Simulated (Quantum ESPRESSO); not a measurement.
# K3HO (Pm-3m): modes at Γ and the response to a field

Which modes does K3HO (Pm-3m) have at the zone centre?

Method: DFT LDA, scalar-relativistic, plane waves, PseudoDojo norm-conserving pseudopotentials, in Quantum ESPRESSO 7.5.

The structure was built from a prototype and need not be the compound's stable phase.

## 1. Starting point

The structure is cubic, space group Pm-3m (No. 221). The conventional cell has a = 5.282 Å, b = 5.282 Å, c = 5.282 Å, α = 90.00°, β = 90.00°, γ = 90.00°. Nearest to H lie 12 K at 3.73 Å. Nearest to O lie 6 K at 2.64 Å. K has 2 O at 2.64 Å nearest. Farther neighbours and most contacts between anions are not listed.

As a file:

```
CELL_PARAMETERS angstrom
5.28200 0.00000 0.00000
0.00000 5.28200 0.00000
0.00000 0.00000 5.28200
ATOMIC_POSITIONS crystal
H 0.00000 0.00000 0.00000
O 0.50000 0.50000 0.50000
K 0.50000 0.50000 0.00000
K 0.50000 0.00000 0.50000
K 0.00000 0.50000 0.50000
```

## 2. A probe with smearing

A cheap run with smearing and empty bands tells whether the crystal has a gap, which decides between fixed occupations and smearing later on.

Contents of probe.in:

```
&CONTROL
  calculation = 'scf'
  prefix      = 'x'
  outdir      = './tmp'
  pseudo_dir  = './pseudo'
  tprnfor     = .true.
  tstress     = .true.
  verbosity   = 'high'
/
&SYSTEM
  ibrav       = 1
  celldm(1)   = 9.98153339
  nat         = 5
  ntyp        = 3
  ecutwfc     = 72.0
  occupations = 'smearing'
  smearing    = 'gaussian'
  degauss     = 0.01
/
&ELECTRONS
  conv_thr         = 1.0d-07
  mixing_beta      = 0.7
  electron_maxstep = 100
/
ATOMIC_SPECIES
 H       1.0080  H.upf
 O      15.9990  O.upf
 K      39.0983  K.upf
ATOMIC_POSITIONS crystal
 H      0.000000000   0.000000000   0.000000000
 O      0.500000000   0.500000000   0.500000000
 K      0.500000000   0.500000000   0.000000000
 K      0.500000000   0.000000000   0.500000000
 K      0.000000000   0.500000000   0.500000000
K_POINTS automatic
 4 4 4 0 0 0
```

On the command line:

```sh
OMP_NUM_THREADS=1 mpirun -n 4 pw.x -nk 4 -in probe.in > probe.out
```

The program printed:

```text
[banners, grids, parts of the stress and lines that vanish by symmetry left out]
Program PWSCF v.7.5
     bravais-lattice index     =            1
     lattice parameter (alat)  =       9.9815  a.u.
[...]
kinetic-energy cutoff     =      72.0000  Ry
     charge density cutoff     =     288.0000  Ry
     scf convergence threshold =      1.0E-07
[...]
Exchange-correlation= SLA  PW   NOGX NOGC
                           (   1   4   0   0   0   0   0)
[...]
48 Sym. Ops., with inversion, found
[...]
(     0          1          0      )
                  (     0          0          1      )
[...]
(  0.0000000  1.0000000  0.0000000 )
                  (  0.0000000  0.0000000  1.0000000 )
[...]
(     0         -1          0      )
                  (     0          0          1      )
[...]
( -1.0000000  0.0000000  0.0000000 )
                  (  0.0000000  1.0000000  0.0000000 )
[...]
number of k points=    10  Gaussian smearing, width (Ry)=  0.0100
[...]
End of self-consistent calculation
[...]
the Fermi energy is     2.9107 ev
!    total energy              =    -213.75833134 Ry
[...]
convergence has been achieved in  15 iterations
[...]
atom    1 type  1   force =     0.00000000    0.00000000    0.00000000
     atom    2 type  2   force =     0.00000000    0.00000000    0.00000000
     atom    3 type  3   force =     0.00000000    0.00000000    0.00000000
     atom    4 type  3   force =     0.00000000    0.00000000    0.00000000
     atom    5 type  3   force =     0.00000000    0.00000000    0.00000000
[...]
Total force =     0.000000     Total SCF correction =     0.000000
[...]
total   stress  (Ry/bohr**3)                   (kbar)     P=      -28.24
[...]
XML data file, charge density, pseudopotentials, collected wavefunctions

   JOB DONE.
```

The job ended after 17 s (4 MPI ranks of Arm Neoverse V1, shared host; 66 s of CPU time).

Numbers from this step:

| Item | Value |
| --- | --- |
| volume per atom | 29.47 Å³ |
| pressure | -2.824 GPa |
| gap on the k-mesh | 1.544 eV |

A gap of 1.5 eV opens on this mesh, so the crystal is taken as an insulator; the start stands at -2.8 GPa.

## 3. Relaxing the cell and atoms

Frequencies change by per cents with a per cent of volume, so the structure is first brought to rest at this level of theory.

Contents of relax.in:

```
&CONTROL
  calculation   = 'vc-relax'
  prefix        = 'x'
  outdir        = './tmp'
  pseudo_dir    = './pseudo'
  tprnfor       = .true.
  tstress       = .true.
  forc_conv_thr = 2.0d-05
  etot_conv_thr = 1.0d-07
  nstep         = 40
/
&SYSTEM
  ibrav       = 1
  celldm(1)   = 9.98153339
  nat         = 5
  ntyp        = 3
  ecutwfc     = 72.0
  occupations = 'fixed'
  nbnd        = 19
/
&ELECTRONS
  conv_thr         = 1.0d-11
  mixing_beta      = 0.7
  electron_maxstep = 100
/
&IONS
/
&CELL
  press_conv_thr = 0.2
/
ATOMIC_SPECIES
 H       1.0080  H.upf
 O      15.9990  O.upf
 K      39.0983  K.upf
ATOMIC_POSITIONS crystal
 H      0.000000000   0.000000000   0.000000000
 O      0.500000000   0.500000000   0.500000000
 K      0.500000000   0.500000000   0.000000000
 K      0.500000000   0.000000000   0.500000000
 K      0.000000000   0.500000000   0.500000000
K_POINTS automatic
 4 4 4 0 0 0
```

On the command line:

```sh
OMP_NUM_THREADS=1 mpirun -n 4 pw.x -nk 4 -in relax.in > relax.out
```

The program printed:

```text
[banners, grids, parts of the stress and lines that vanish by symmetry left out]
[banner, memory and clock lines left out]
Program PWSCF v.7.5

[...]
kinetic-energy cutoff     =      72.0000  Ry
     charge density cutoff     =     288.0000  Ry
     scf convergence threshold =      1.0E-11
[...]
energy convergence thresh.=      1.0E-07
     force convergence thresh. =      2.0E-05
     press convergence thresh. =      2.0E-01
     Exchange-correlation= SLA  PW   NOGX NOGC
                           (   1   4   0   0   0   0   0)
[...]
48 Sym. Ops., with inversion, found
[...]
number of k points=    10
[...]
End of self-consistent calculation
[...]
highest occupied, lowest unoccupied level (ev):     2.2079    3.7512
!    total energy              =    -213.75833143 Ry
[...]
convergence has been achieved in  18 iterations
[...]
atom    1 type  1   force =     0.00000000    0.00000000    0.00000000
     atom    2 type  2   force =     0.00000000    0.00000000    0.00000000
     atom    3 type  3   force =     0.00000000    0.00000000    0.00000000
     atom    4 type  3   force =     0.00000000    0.00000000    0.00000000
     atom    5 type  3   force =     0.00000000    0.00000000    0.00000000
     Total force =     0.000000     Total SCF correction =     0.000000
[...]
total   stress  (Ry/bohr**3)                   (kbar)     P=      -28.32
[...]
number of bfgs steps    =   0
[...]
CELL_PARAMETERS (alat=  9.98153339)
[...]
ATOMIC_POSITIONS (crystal)
H                0.0000000000        0.0000000000        0.0000000000
O                0.5000000000        0.5000000000        0.5000000000
K                0.5000000000        0.5000000000        0.0000000000
K                0.5000000000        0.0000000000        0.5000000000
[...]
New effective cutoffs (rho, wfc):  290.46   72.69
[...]
End of self-consistent calculation
[...]
highest occupied, lowest unoccupied level (ev):     2.2979    3.8434
!    total energy              =    -213.76099402 Ry
[...]
convergence has been achieved in   9 iterations
[...]
atom    1 type  1   force =     0.00000000    0.00000000    0.00000000
     atom    2 type  2   force =     0.00000000    0.00000000    0.00000000
     atom    3 type  3   force =     0.00000000    0.00000000    0.00000000
     atom    4 type  3   force =     0.00000000    0.00000000    0.00000000
     atom    5 type  3   force =     0.00000000    0.00000000    0.00000000
     Total force =     0.000000     Total SCF correction =     0.000000
[...]
total   stress  (Ry/bohr**3)                   (kbar)     P=      -26.49
[...]
number of bfgs steps    =   1
[...]
WARNING: bfgs curvature condition failed, Theta= 0.863
[...]
CELL_PARAMETERS (alat=  9.98153339)
[...]
ATOMIC_POSITIONS (crystal)
[...]
New effective cutoffs (rho, wfc):  294.72   73.76
[...]
End of self-consistent calculation
[...]
highest occupied, lowest unoccupied level (ev):     2.4375    3.9850
!    total energy              =    -213.76459671 Ry
[...]
convergence has been achieved in  12 iterations
[...]
atom    1 type  1   force =     0.00000000    0.00000000    0.00000000
     atom    2 type  2   force =     0.00000000    0.00000000    0.00000000
     atom    3 type  3   force =     0.00000000    0.00000000    0.00000000
[...]
New effective cutoffs (rho, wfc):  321.64   80.49
[...]
highest occupied, lowest unoccupied level (ev):     3.3751    4.8956
!    total energy              =    -213.77452812 Ry
[...]
convergence has been achieved in  13 iterations
[...]
Total force =     0.000000     Total SCF correction =     0.000000
[...]
total   stress  (Ry/bohr**3)                   (kbar)     P=        1.57
[...]
number of bfgs steps    =   5
[...]
New effective cutoffs (rho, wfc):  320.18   80.13
[...]
highest occupied, lowest unoccupied level (ev):     3.3218    4.8455
!    total energy              =    -213.77455669 Ry
[...]
convergence has been achieved in  10 iterations
[...]
Total force =     0.000000     Total SCF correction =     0.000000
[...]
total   stress  (Ry/bohr**3)                   (kbar)     P=       -0.10
[...]
number of bfgs steps    =   6
[...]
New effective cutoffs (rho, wfc):  320.27   80.15
[...]
highest occupied, lowest unoccupied level (ev):     3.3251    4.8486
!    total energy              =    -213.77455682 Ry
[...]
convergence has been achieved in   7 iterations
[...]
Total force =     0.000000     Total SCF correction =     0.000000
[...]
total   stress  (Ry/bohr**3)                   (kbar)     P=       -0.00
[...]
number of bfgs steps    =   7
[...]
small trust_radius: resetting bfgs history
[...]
CELL_PARAMETERS (alat=  9.98153339)
[...]
ATOMIC_POSITIONS (crystal)
[...]
New effective cutoffs (rho, wfc):  320.27   80.15
[...]
End of self-consistent calculation
[...]
highest occupied, lowest unoccupied level (ev):     3.3251    4.8486
!    total energy              =    -213.77455682 Ry
[...]
convergence has been achieved in   3 iterations
[...]
atom    3 type  3   force =     0.00000000    0.00000000    0.00000000
     atom    4 type  3   force =     0.00000000    0.00000000    0.00000000
     atom    5 type  3   force =     0.00000000    0.00000000    0.00000000
     Total force =     0.000000     Total SCF correction =     0.000000
[...]
total   stress  (Ry/bohr**3)                   (kbar)     P=       -0.00
[...]
bfgs converged in   9 scf cycles and   8 bfgs steps
[...]
End of BFGS Geometry Optimization
     Final enthalpy           =    -213.7745568203 Ry
     File ./tmp/x.bfgs deleted, as requested
[...]
CELL_PARAMETERS (alat=  9.98153339)
[...]
ATOMIC_POSITIONS (crystal)
[...]
K                0.5000000000        0.0000000000        0.5000000000
K                0.0000000000        0.5000000000        0.5000000000
[...]
Final scf calculation at the relaxed structure.
[...]
kinetic-energy cutoff     =      72.0000  Ry
     charge density cutoff     =     288.0000  Ry
     scf convergence threshold =      1.0E-13
[...]
press convergence thresh. =      2.0E-01
     Exchange-correlation= SLA  PW   NOGX NOGC
                           (   1   4   0   0   0   0   0)
[...]
48 Sym. Ops., with inversion, found
[...]
number of k points=    10
[...]
End of self-consistent calculation
[...]
highest occupied, lowest unoccupied level (ev):     3.3248    4.8486
!    total energy              =    -213.77387533 Ry
[...]
convergence has been achieved in  20 iterations
[...]
atom    1 type  1   force =     0.00000000    0.00000000    0.00000000
     atom    2 type  2   force =     0.00000000    0.00000000    0.00000000
     atom    3 type  3   force =     0.00000000    0.00000000    0.00000000
     atom    4 type  3   force =     0.00000000    0.00000000    0.00000000
     atom    5 type  3   force =     0.00000000    0.00000000    0.00000000
     Total force =     0.000000     Total SCF correction =     0.000000
[...]
total   stress  (Ry/bohr**3)                   (kbar)     P=       -1.38
[...]
XML data file, charge density, pseudopotentials, collected wavefunctions
```

Run time: 2 min. Hardware: 4 MPI ranks; 8.1 min of CPU time.

Step by step:

```csv
step,energy less that of the first step (eV),largest force (eV/Å),pressure (GPa),volume (Å³)
1,0.0000,0.0000,-2.83,147.37
2,-0.0362,0.0000,-2.65,145.25
3,-0.0852,0.0000,-2.35,142.11
4,-0.1460,0.0000,-1.84,137.49
5,-0.2050,0.0000,-0.92,130.75
6,-0.2204,0.0000,0.16,124.65
7,-0.2208,0.0000,-0.01,125.51
8,-0.2208,0.0000,0.00,125.45
9,-0.2208,0.0000,0.00,125.45
10,-0.2115,0.0000,-0.14,125.45
```

```csv
"conventional cell, symmetrised",before,after,change
a (Å),5.282,5.006,-5.2 %
b (Å),5.282,5.006,-5.2 %
c (Å),5.282,5.006,-5.2 %
volume (Å³/atom),29.47,25.09,-14.9 %
```

Final coordinates:

```xyz
5
Lattice="5.0060 0.0000 0.0000 0.0000 5.0060 0.0000 0.0000 0.0000 5.0060" Properties=species:S:1:pos:R:3 pbc="T T T"
H     0.0000    0.0000    0.0000
O     2.5030    2.5030    2.5030
K     2.5030    2.5030    0.0000
K     2.5030    0.0000    2.5030
K     0.0000    2.5030    2.5030
```

The last row of the table of steps is pw.x's closing run on a basis chosen anew for the final cell, so its energy can jump.

Read from the output:

```
volume per atom   : 25.09 Å³
pressure          : -0.1380 GPa
gap on the k-mesh : 1.524 eV
```

The volume changes by -14.9 % from the cell with which this run began.

(Part 1 of 6 ends here.)

[Host names and launcher messages were left out of these logs when they were recorded.]

[Logs are printed without paths, hosts, clocks, repeated set-up lines and the standing remarks that a program may print on its own settings, such as how far it seeks lower states.]

[Hosts, paths, dates, database ids (printed as entryN), source tags and the programs' standing remarks are cut or masked in the printed files.]
